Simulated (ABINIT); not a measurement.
# Quasiparticle gap of ZnSe (Stilleite) in ABINIT, part 3 of 3

Aim: the G0W0 gap of ZnSe (Stilleite) on PBE, step by step.

ABINIT 10.8.3; PBE and many-body steps on it, plane waves. Known limits of the many-body steps: not at the basis limit; no spin-orbit coupling; coarse k mesh.

So far. Step 4 (Empty states on the mesh, 4×4×4 mesh, 70 bands): On this mesh the gap is 1.288 eV. Step 5 (Screening, 4×4×4 mesh, 64 bands, screening to 106.1 eV): Local fields lower ε∞ by 7 %. On a Γ-centred mesh this coarse the value itself is usually too large, while a short band sum pulls it down.

## Step 6: Self-energy, 4×4×4 mesh, 64 bands, screening to 106.1 eV

The self-energy is evaluated for the states that the input lists, and the levels follow from it, in one-shot runs by the linearised quasiparticle equation.

This step: G0W0 on PBE, plane waves, norm-conserving pseudopotentials.

File run.abi:

```
acell 3*1.0 Angstrom
rprim 
  -0.000000000000 2.833800000000 2.833800000000
  2.833800000000 -0.000000000000 2.833800000000
  2.833800000000 2.833800000000 0.000000000000
ntypat 2
znucl 30 34
natom 2
typat 1 2
xred 
  0.000000000000 0.000000000000 0.000000000000
  0.250000000000 0.250000000000 0.250000000000
pp_dirpath "pseudos"
pseudos "Zn.upf, Se.upf"
ecut 48
ngkpt 4 4 4
nshiftk 1
shiftk 0 0 0
kptopt 1
chksymbreak 0
istwfk *1
occopt 1
irdwfk 1
optdriver 4
nband 64
gwcalctyp 0
ecutsigx 48
symsigma 1
nkptgw 1
kptgw 
  0.0000000000 0.0000000000 0.0000000000
bdgw 
  20 26
ecuteps 3.9
irdscr 1
ppmodel 1
indata_prefix "in"
outdata_prefix "out"
tmpdata_prefix "tmp"
```

Command:

```bash
> OMP_NUM_THREADS=1 mpirun -n 4 abinit run.abi > log
```

Numbers of over 12 decimals in the logs are rounded to 6 here.

Output:

```text
.Version 10.8.3 of ABINIT. v10.8.2 released Aug 2026.

 Symmetries : space group F-4 3 m (#216); Bravais cF (face-center cubic)
[... echo of the input left out ...]
== DATASET  1 ==================================================================
-   mpi_nproc: 4, omp_nthreads: 1 (-1 if OMP is not activated)

--- !DatasetInfo
iteration_state: {dtset: 1, }
dimensions: {natom: 2, nkpt: 8, mband: 64, nsppol: 1, nspinor: 1, nspden: 1, mpw: 4910, }
cutoff_energies: {ecut:  48.0, pawecutdg:  -1.0, }
electrons: {nelect:   4.40000000E+01, charge:   0.00000000E+00, occopt:   1.00000000E+00, tsmear:   1.00000000E-02, }

 SIGMA: Calculation of the GW corrections

 Based on a program developped by R.W. Godby, V. Olevano, G. Onida, and L. Reining.
 Incorporated in ABINIT by V. Olevano, G.-M. Rignanese, and M. Torrent.
.Using double precision arithmetic ; gwpc =  8

[... cell and pseudopotentials left out ...]
--------------------------------------------------------------------------------

 ==== K-mesh for the wavefunctions ====
 Number of points in the irreducible wedge :     8
[... list of points left out ...]
 Together with 24 symmetry operations and time-reversal symmetry
 yields    64 points in the full Brillouin Zone.

 ==== Q-mesh for screening function ====
 Number of points in the irreducible wedge :     8
[... list of points left out ...]
 Together with 24 symmetry operations and time-reversal symmetry
 yields    64 points in the full Brillouin Zone.

 vcoul_init : cutoff-mode = AUXILIARY_FUNCTION
 q-points for optical limit:   1
     1)      0.000010    0.000020    0.000030
 setmesh: FFT mesh size selected  =    48x   48x   48
          total number of points  =       110592

 Number of electrons calculated from density =   44.0000; Expected =   44.0000
 average of density, n =  0.143258
 r_s =    1.1856
 omega_plasma =   36.5103 [eV]

 === KS Band Gaps ===
  >>>> For spin  1
   Minimum direct gap =   1.2885 [eV], located at k-point      :   0.0000  0.0000  0.0000
   Fundamental gap    =   1.2885 [eV], Top of valence bands at :   0.0000  0.0000  0.0000
                                       Bottom of conduction at :   0.0000  0.0000  0.0000
 SIGMA fundamental parameters:
 PLASMON POLE MODEL  1
 number of plane-waves for SigmaX                 4909
 number of plane-waves for SigmaC and W            113
 number of plane-waves for wavefunctions          4909
 number of bands                                    64
 number of independent spin polarizations            1
 number of spinorial components                      1
 number of k-points in IBZ                           8
 number of q-points in IBZ                           8
 number of symmetry operations                      24
 number of k-points in BZ                           64
 number of q-points in BZ                           64
 number of frequencies for dSigma/dE                 9
 frequency step for dSigma/dE [eV]                0.25
 number of omega for Sigma on real axis              0
 max omega for Sigma on real axis  [eV]           0.00
 zcut for avoiding poles [eV]                     0.10

 EPSILON^-1 parameters (SCR file):
 dimension of the eps^-1 matrix on file            113
 dimension of the eps^-1 matrix used               113
 number of plane-waves for wavefunctions          4909
 number of bands                                    64
 number of q-points in IBZ                           8
 number of frequencies                               2
 number of real frequencies                          1
 number of imag frequencies                          1

 matrix elements of self-energy operator (all in [eV])

 Perturbative Calculation

--- !SelfEnergy_ee
iteration_state: {dtset: 1, }
kpoint     : [   0.000,    0.000,    0.000, ]
spin       : 1
KS_gap     :    1.289
QP_gap     :    2.014
Delta_QP_KS:    0.725
data: !SigmaeeData |
     Band     E0 <VxcDFT>   SigX SigC(E0)      Z dSigC/dE  Sig(E)    E-E0       E
       20   4.164 -17.093 -19.827   2.385   0.799  -0.252 -17.372  -0.279   3.885
       21   4.164 -17.093 -19.827   2.385   0.799  -0.252 -17.372  -0.279   3.885
       22   4.164 -17.093 -19.827   2.385   0.799  -0.252 -17.372  -0.279   3.885
       23   5.453 -12.787  -8.817  -3.424   0.816  -0.225 -12.341   0.446   5.899
       24   9.979 -11.028  -6.246  -4.030   0.812  -0.232 -10.418   0.611  10.589
       25   9.979 -11.028  -6.246  -4.030   0.812  -0.232 -10.418   0.611  10.589
       26   9.979 -11.028  -6.246  -4.030   0.812  -0.232 -10.418   0.611  10.589

== END DATASET(S) ==============================================================
================================================================================

 -outvars: echo values of variables after computation  --------
           etotal      0.0000000000E+00
            nband          64
             nkpt           8
          spgroup         216
 [... the other variables as echoed above ...]

 Calculation completed.
```

The job ended after 3.5 s (4 MPI ranks of Arm Neoverse V2, shared host; peak memory 0.72 GiB).

Numbers from this step:

```yaml
g0w0_gap_on_the_points_computed: 2.014 eV
starting_gap_on_the_mesh: 1.288 eV
k_of_the_valence_top: 0, 0, 0
k_of_the_conduction_bottom: 0, 0, 0
z_at_the_valence_top: 0.799
z_at_the_conduction_bottom: 0.816
least_direct_g0w0_gap_on_the_computed_points: 2.014 eV
```

The gap on the mesh goes from 1.29 eV to 2.01 eV, a correction of +0.73 eV.

Limits: finite bands, cutoff and mesh; no spin-orbit coupling; coarse k mesh. v1 is the top filled band, c1 the lowest empty one. The levels before and after the correction (eV, zero at the valence-band top of each column):

```
           conduction bottom  valence top
Kohn-Sham               1.29         0.00
     G0W0               2.01         0.00
```

|  | level | energy (eV) |
| --- | --- | --- |
| Kohn-Sham | Γ v3-v1 | 0.000 |
| Kohn-Sham | Γ c1 | 1.288 |
| Kohn-Sham | Γ c2-c4 | 5.814 |
| G0W0 | Γ v3-v1 | 0.000 |
| G0W0 | Γ c1 | 2.014 |
| G0W0 | Γ c2-c4 | 6.704 |

## Step 7: Where the time went

Times are wall times on 4 MPI ranks of Arm Neoverse V2, shared host, good to a factor of about two.

```
                          step   time  share  memory (GiB)
                  ground state   21 s   28 %          0.36
bands along the symmetry lines   22 s   29 %          0.38
      empty states on the mesh   11 s   15 %          0.32
                     screening   18 s   23 %          0.86
                   self-energy  3.5 s    5 %          0.72
```

## Step 8: Results

```
PBE gap              : 1.29 eV, direct
G0W0 gap on the mesh : 2.01 eV
GW settings          : 4×4×4 mesh, 64 bands, screening to 106.1 eV, Godby-Needs plasmon pole
known limits         : not at the basis limit; no spin-orbit coupling; coarse k mesh
```

In words: G0W0 moves the gap on the mesh from 1.29 eV to 2.01 eV (+0.73 eV), with Z of 0.80 and 0.82 at the edges. Local fields lower the RPA ε∞ on this mesh from 14.44 to 13.47; a Γ-centred mesh this coarse tends to raise both, most where the direct gap is narrow, while a short band sum lowers them. Only 1 of the mesh's irreducible points was corrected, so a valley elsewhere could overtake. Against experiment, by G0W0@PBE: the direct gap of 2.01 eV lies −0.68 eV from the measured 2.695 ± 0.003 eV (exciton, 300 K, 2023). An exciton line or allowed optical edge lies below the quasiparticle gap by the binding energy; a forbidden edge can push the onset above it. The calculation has static nuclei and no excitons; a measured gap holds zero-point and thermal motion, which mostly lowers it. Against the values above the computed gap that would widen the miss. A likelier cause is too strong a screening: the start's gap is only 1.29 eV, the mesh is coarse, and one shot does not repair that. Bands and cutoff are finite, so the gap is not at the basis limit. The miss can reach some tenths of an eV and take either sign; the mesh is an error of its own. In the G0W0 run levels were corrected at 1 k point alone, so a gap called «on the mesh» is the least over those, and an edge elsewhere would be missed. The 4×4×4 mesh is coarse for this cell, which bears on the long-range parts of exchange and screening. The many-body steps are scalar-relativistic: spin-orbit coupling is not in them.

[Paths, hosts, dates, memory and timing lines, banners, echoed tables and standing remarks are left out of the program output.]

[Logs are printed without paths, hosts, clocks, repeated set-up lines and the standing remarks that a program may print on its own settings, such as how far it seeks lower states.]

[Runs of the session that timed out or met a known fault of the program may be left out.]

[No measured gap is set beside runs whose start may be inverted or whose files or cutoffs have a known fault.]

[Hosts, paths, dates, database ids (printed as entryN), source tags and the programs' standing remarks are cut or masked in the printed files.]

[G0W0 gaps are taken among the corrected bands and points alone; a level outside them can change the order at an edge.]

[Where Ansatz stands beside ABINIT at settings called matched, ABINIT's density can come from a denser mesh and the files from another edition; pairs whose starting gaps differed by over 0.03 eV were left out, so agreement reads better than it is.]
